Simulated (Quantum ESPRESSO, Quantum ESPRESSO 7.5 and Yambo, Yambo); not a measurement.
## TiO2 (Anatase): G0W0 with Yambo, start to end

Wanted: ground state, empty states, screening and self-energy for TiO2 (Anatase).

Program: Quantum ESPRESSO 7.5 and Yambo 5.3.0. Level of theory: PBE and many-body steps on it, plane waves. Results are calculated unless marked as measured.

**What was measured.**

- Gap 3.28 ± 0.13 eV: indirect allowed optical gap from Tauc plot; UV/vis diffuse reflectance, Kubelka-Munk and Tauc analysis; film (30 nm ALD shell on quartz particles, grown at 100 C, annealed in air at 500 C) on SiO2 (quartz particles) (“Defect-Mediated Crystallization of the Particulate TiO2 Photocatalyst Grown by Atomic Layer Deposition”, 2024, pmc:11726664).

- Gap 3.18 ± 0.03 eV: direct optical gap from Kubelka-Munk plot; UV-Vis diffuse reflectance; 300 K; powder (“Effect of Ethylene Glycol: Citric Acid Molar Ratio and pH on the Morphology, Vibrational, Optical and Electronic Properties of TiO2 and CuO Powders Synthesized by Pechini Method”, 2022, pmc:9369947).

- Gap 3.17 eV: gap from valence band edge and flat band potential; valence-band XPS and Mott-Schottky plots; film (“Enhancement of Titania Photoanode Performance by Sandwiching Copper between Two Titania Layers”, 2020, pmc:7579609).

- Gap 3.98 eV: direct quasiparticle gap around Gamma; experiment quoted from earlier work; bulk crystal (anatase, value from earlier experiment) (quoted in “Giant exciton Mott density in anatase TiO2”, 2020, arxiv:2007.10051).

- Gap 3.2 eV: optical gap from Kubelka-Munk analysis; UV-vis diffuse reflectance; powder (commercial anatase powder, bare and with 0.1 wt% metal loading, all similar) (“Insight into the Roles of Metal Loading on CO2 Photocatalytic Reduction Behaviors of TiO2”, 2022, pmc:8839550).

This is a selection; 13 further reports are not listed.

### 1. The structure

It takes space group I4_1/amd (No. 141, tetragonal). Conventional cell: a = 3.784 Å, b = 3.784 Å, c = 9.515 Å, α = 90.00°, β = 90.00°, γ = 90.00°. Nearest to Ti lie 6 O at 1.93 to 1.98 Å. Nearest to O lie 3 Ti at 1.93 to 1.98 Å. Farther neighbours and most contacts between anions are not listed.

Structure file:

```cif
data_structure
_symmetry_space_group_name_H-M 'P 1'
_symmetry_Int_Tables_number 1
_cell_length_a 5.4582
_cell_length_b 5.4582
_cell_length_c 5.4582
_cell_angle_alpha 139.435
_cell_angle_beta 139.435
_cell_angle_gamma 58.713
_cell_volume 68.13
loop_
_atom_site_label
_atom_site_type_symbol
_atom_site_fract_x
_atom_site_fract_y
_atom_site_fract_z
_atom_site_occupancy
Ti1 Ti 0.00000 0.00000 0.00000 1
Ti2 Ti 0.75000 0.25000 0.50000 1
O3 O 0.20810 0.20810 0.00000 1
O4 O 0.95810 0.45810 0.50000 1
O5 O 0.54190 0.04190 0.50000 1
O6 O 0.79190 0.79190 0.00000 1
```

The cell and positions come from the Crystallography Open Database and are kept as given unless a step says otherwise.

### 2. Ground state

This step: Quantum ESPRESSO 7.5; DFT, PBE, plane waves, norm-conserving pseudopotentials.

The ground-state density comes first.

Input file pw.in:

```
&control
  calculation = 'scf'
  prefix = 'x'
  outdir = 'o'
  pseudo_dir = 'pseudo'
/
&system
  ibrav = 0
  nat = 6
  ntyp = 2
  ecutwfc = 76.0
  nbnd = 31
  force_symmorphic = .true.
/
&electrons
  conv_thr = 1e-10
  electron_maxstep = 80
  mixing_beta = 0.5
/
ATOMIC_SPECIES
  Ti 47.867 Ti.upf
  O 15.999 O.upf
CELL_PARAMETERS angstrom
  -1.8921000000 1.8921000000 4.7573000000
  1.8921000000 -1.8921000000 4.7573000000
  1.8921000000 1.8921000000 -4.7573000000
ATOMIC_POSITIONS crystal
  Ti 0.0000000000 0.0000000000 0.0000000000
  Ti 0.7500000000 0.2500000000 0.5000000000
  O 0.2081000000 0.2081000000 0.0000000000
  O 0.9581000000 0.4581000000 0.5000000000
  O 0.5419000000 0.0419000000 0.5000000000
  O 0.7919000000 0.7919000000 0.0000000000
K_POINTS automatic
  8 8 8 0 0 0
```

Started as:

```
> OMP_NUM_THREADS=1 mpirun -n 8 pw.x -nk 8 -in pw.in > pw.out
```

The program printed:

```text
Program PWSCF v.7.5 starts

     This program is part of the open-source Quantum ESPRESSO suite
     for quantum simulation of materials; please cite
         "P. Giannozzi et al., J. Phys.:Condens. Matter 21 395502 (2009);
         "P. Giannozzi et al., J. Phys.:Condens. Matter 29 465901 (2017);
         "P. Giannozzi et al., J. Chem. Phys. 152 154105 (2020);
     in publications or presentations arising from this work. More details at
     Message from routine setup:
     using ibrav=0 with symmetry is DISCOURAGED, use correct ibrav instead

     G-vector sticks info

     bravais-lattice index     =            0
     lattice parameter (alat)  =      10.3145  a.u.
     unit-cell volume          =     459.7326 (a.u.)^3
     number of atoms/cell      =            6
     number of atomic types    =            2
     number of electrons       =        48.00
     number of Kohn-Sham states=           31
     kinetic-energy cutoff     =      76.0000  Ry
     charge density cutoff     =     304.0000  Ry
     scf convergence threshold =      1.0E-10
     mixing beta               =       0.5000
     number of iterations used =            8  plain     mixing
     Exchange-correlation= PBE
                           (   1   4   3   4   0   0   0)

     celldm(1)=  10.314510  celldm(2)=   0.000000  celldm(3)=   0.000000
     celldm(4)=   0.000000  celldm(5)=   0.000000  celldm(6)=   0.000000

     crystal axes: (cart. coord. in units of alat)
               a(1) = (  -0.346653   0.346653   0.871587 )
               a(2) = (   0.346653  -0.346653   0.871587 )
               a(3) = (   0.346653   0.346653  -0.871587 )

     reciprocal axes: (cart. coord. in units 2 pi/alat)
               b(1) = (  0.000000  1.442367  0.573666 )
               b(2) = (  1.442367  0.000000  0.573666 )
               b(3) = (  1.442367  1.442367  0.000000 )
     Pseudo is Norm-conserving + core correction, Zval = 12.0
     Generated using ONCVPSP code by D. R. Hamann
     Using radial grid of 1586 points,  6 beta functions with:
     Pseudo is Norm-conserving + core correction, Zval =  6.0
     Generated using ONCVPSP code by D. R. Hamann
     Using radial grid of  936 points,  5 beta functions with:
     Ti               12.00    47.86700     Ti( 1.00)
     O                 6.00    15.99900     O ( 1.00)

      8 Sym. Ops. (no inversion) found

   Cartesian axes

     site n.     atom                  positions (alat units)
         1        Ti     tau(   1) = (   0.0000000   0.0000000   0.0000000  )
         2        Ti     tau(   2) = (   0.0000000   0.3466525   0.4357936  )
         3        O      tau(   3) = (   0.0000000   0.0000000   0.3627546  )
         4        O      tau(   4) = (   0.0000000   0.3466525   0.7985481  )
         5        O      tau(   5) = (  -0.0000000   0.3466525   0.0730390  )
         6        O      tau(   6) = (  -0.0000000  -0.0000000   1.3804197  )

     number of k points=    59
                       cart. coord. in units 2pi/alat
        k(    1) = (   0.0000000   0.0000000   0.0000000), wk =   0.0039062
        k(    2) = (   0.1802958   0.1802958   0.0000000), wk =   0.0156250
        k(    3) = (   0.3605917   0.3605917   0.0000000), wk =   0.0156250
        k(    4) = (   0.5408875   0.5408875   0.0000000), wk =   0.0156250
        k(    5) = (  -0.7211833  -0.7211833   0.0000000), wk =   0.0078125
        k(    6) = (   0.1802958   0.0000000   0.0717083), wk =   0.0312500
        k(    7) = (   0.3605917   0.1802958   0.0717083), wk =   0.0625000
        k(    8) = (   0.5408875   0.3605917   0.0717083), wk =   0.0625000
        k(    9) = (   0.7211833   0.5408875   0.0717083), wk =   0.0625000
        k(   10) = (   0.3605917   0.0000000   0.1434165), wk =   0.0312500
     [... 47 further rows ...]
        k(   58) = (  -1.2620708  -0.1802958   0.0000000), wk =   0.0156250
        k(   59) = (  -1.4423666  -1.4423666  -0.5736661), wk =   0.0039062

     Dense  grid:    41149 G-vectors     FFT dimensions: (  60,  60,  60)

     Initial potential from superposition of free atoms

     starting charge      47.9968, renormalised to      48.0000
     Starting wfcs are   36 randomized atomic wfcs

     per-process dynamical memory:    66.0 Mb

     Self-consistent Calculation

     iteration #  1     ecut=    76.00 Ry     beta= 0.50

     total energy              =    -369.29599336 Ry
     estimated scf accuracy    <       2.82425392 Ry

     iteration #  2     ecut=    76.00 Ry     beta= 0.50

     total energy              =    -368.49005469 Ry
     estimated scf accuracy    <       9.66471229 Ry

     iteration #  3     ecut=    76.00 Ry     beta= 0.50

     total energy              =    -370.44828473 Ry
     estimated scf accuracy    <       0.24364835 Ry

     iteration #  4     ecut=    76.00 Ry     beta= 0.50

     total energy              =    -370.40162058 Ry
     estimated scf accuracy    <       0.16701201 Ry

     iteration #  5     ecut=    76.00 Ry     beta= 0.50

     total energy              =    -370.43194545 Ry
     estimated scf accuracy    <       0.00051886 Ry

     iteration #  6     ecut=    76.00 Ry     beta= 0.50

     total energy              =    -370.43342010 Ry
     estimated scf accuracy    <       0.00635734 Ry

     iteration #  7     ecut=    76.00 Ry     beta= 0.50

     total energy              =    -370.43402565 Ry
     estimated scf accuracy    <       0.00018714 Ry

     iteration #  8     ecut=    76.00 Ry     beta= 0.50

     total energy              =    -370.43414022 Ry
     estimated scf accuracy    <       0.00026169 Ry

     iteration #  9     ecut=    76.00 Ry     beta= 0.50

     total energy              =    -370.43407799 Ry
     estimated scf accuracy    <       0.00023569 Ry

     iteration # 10     ecut=    76.00 Ry     beta= 0.50

     total energy              =    -370.43409136 Ry
     estimated scf accuracy    <       0.00002745 Ry

     iteration # 11     ecut=    76.00 Ry     beta= 0.50

     total energy              =    -370.43409426 Ry
     estimated scf accuracy    <       0.00000311 Ry

     iteration # 12     ecut=    76.00 Ry     beta= 0.50

     total energy              =    -370.43409542 Ry
     estimated scf accuracy    <       0.00000052 Ry

     iteration # 13     ecut=    76.00 Ry     beta= 0.50

     total energy              =    -370.43409544 Ry
     estimated scf accuracy    <       0.00000012 Ry

     iteration # 14     ecut=    76.00 Ry     beta= 0.50

     total energy              =    -370.43409547 Ry
     estimated scf accuracy    <          1.8E-10 Ry

     iteration # 15     ecut=    76.00 Ry     beta= 0.50

     End of self-consistent calculation

          k = 0.0000 0.0000 0.0000 (  5117 PWs)   bands (ev):

   -49.0009 -48.9398 -25.4933 -25.2535 -25.2535 -25.1811 -25.1811 -25.0963
   -10.2630  -9.2466  -9.1005  -8.7619   3.3974   3.5164   3.5164   3.9209
     5.2684   5.2684   5.3151   6.5646   6.5681   6.5681   6.8689   6.8689
     9.4863  10.2323  11.3622  11.3622  11.3917  11.3917  12.4354

          k = 0.1803 0.1803 0.0000 (  5138 PWs)   bands (ev):

   -48.9979 -48.9415 -25.4917 -25.2815 -25.2627 -25.1969 -25.1809 -25.0913
   -10.1143  -9.1564  -9.0373  -8.7186   3.2168   3.3450   3.3645   3.9403
     4.9788   5.3728   5.4554   6.1823   6.2389   6.2509   6.6223   7.0318
    10.0979  10.3135  10.8133  11.1473  11.1551  11.3659  12.9132

          k = 0.3606 0.3606 0.0000 (  5174 PWs)   bands (ev):

   -48.9897 -48.9466 -25.4873 -25.3429 -25.2838 -25.2352 -25.1754 -25.0907
    -9.7245  -8.9519  -8.8739  -8.6181   2.7634   3.0236   3.2584   4.1112
     4.4762   4.7926   4.9612   5.3513   5.5006   6.3811   6.7311   7.0918
    10.3598  10.5071  10.8850  11.1125  11.1422  11.6901  13.2138

          k = 0.5409 0.5409 0.0000 (  5140 PWs)   bands (ev):

     [... further k-points ...]

     highest occupied, lowest unoccupied level (ev):     7.3003    9.4863

!    total energy              =    -370.43409547 Ry
     estimated scf accuracy    <          9.7E-11 Ry

     The total energy is the sum of the following terms:
     one-electron contribution =    -158.75557725 Ry
     hartree contribution      =     100.85441654 Ry
     xc contribution           =     -68.35606542 Ry
     ewald contribution        =    -244.17686934 Ry

     convergence has been achieved in  15 iterations

     XML data file, charge density, pseudopotentials, collected wavefunctions

=------------------------------------------------------------------------------=
   JOB DONE.
=------------------------------------------------------------------------------=
```

It took 1.9 min on 8 MPI ranks of Intel Xeon Platinum 8375C at 2.90GHz (Ice Lake), shared host; peak memory 0.94 GiB.

This step gave:

* total energy: -5040.0126 eV
* gap: 2.186 eV
* k of the valence top: 0, 0, 0.375
* k of the conduction bottom: 0, 0, 0
* least direct gap: 2.492 eV

The gap is indirect, with the least direct gap 0.31 eV higher.

(Continued in part 2 of 3.)

[Paths, hosts, dates, memory and timing lines, banners, echoed tables and standing remarks are left out of the program output.]

[Logs are printed without paths, hosts, clocks, repeated set-up lines and the standing remarks that a program may print on its own settings, such as how far it seeks lower states.]

[Runs of the session that timed out or met a known fault of the program may be left out.]

[Hosts, paths, dates, database ids (printed as entryN), source tags and the programs' standing remarks are cut or masked in the printed files.]
